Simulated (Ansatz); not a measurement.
# Zr3Ti5H8 (Ti on 62 % of the Zr sites, one arrangement): which shell does photoemission see at 21.2 and 60 eV? (PBEsol)

The valence band of Zr3Ti5H8 (Ti on 62 % of the Zr sites, one arrangement) mixes several shells. Work out by hand which one leads the spectrum's area at each photon energy.

Filled states come from the projected DOS of Ansatz 0.2.0 (PBEsol, plane waves); cross sections σ and asymmetry parameters β are those of free atoms in a Dirac–Hartree–Slater calculation. A shell's area is states × σ × angular factor, which is 1 + β·P₂(cos θ) for linear light, with θ = 54.7° from the polarisation and P₂ = 0.001.

**At 21.2 eV** (states counted from 11.2 eV below the zero; other shells add 0.47 to the products' sum of 109):

| shell | filled states a cell | cross section (Mb an electron) | β | angular factor | product | share by hand (%) | share in the simulated spectrum (%) |
| --- | --- | --- | --- | --- | --- | --- | --- |
| Ti 3d | 14.83 | 2.54 | 0.16 | 1.00 | 37.7 | 35 | 35 |
| Zr 4p | 0.00 | 0 | 0.00 | 1.00 | 0 | 0 | 0 |
| Zr 4d | 9.72 | 5.55 | 0.52 | 1.00 | 54 | 50 | 50 |
| H 1s | 8.79 | 1.88 | 2.00 | 1.00 | 16.6 | 15 | 15 |

**At 60 eV** (states counted from 28.9 eV below the zero; other shells add 0.22 to the products' sum of 23.3):

| shell | filled states a cell | cross section (Mb an electron) | β | angular factor | product | share by hand (%) | share in the simulated spectrum (%) |
| --- | --- | --- | --- | --- | --- | --- | --- |
| Ti 3d | 14.88 | 1.19 | 0.79 | 1.00 | 17.7 | 76 | 76 |
| Zr 4p | 17.57 | 0.21 | 1.23 | 1.00 | 3.69 | 16 | 16 |
| Zr 4d | 9.78 | 0.0814 | 1.97 | 1.00 | 0.798 | 3 | 3 |
| H 1s | 8.99 | 0.0919 | 2.00 | 1.00 | 0.828 | 4 | 4 |

Zr 4d leads at 21.2 eV and Ti 3d at 60 eV. Between the two energies σ of Zr 4d changes by a factor 0.015 and that of Ti 3d by 0.47, so their ratio moves 32-fold in favour of the second. The simulated spectrum uses the same rule on the energy-resolved DOS, so the two share columns agree within a few points.

Only crystals where the two columns agree within 4 points and the lead is clear are worked in this form. Free-atom cross sections ignore the solid's final states, no escape depth or background enters, and the count of states a shell hangs on the projection.
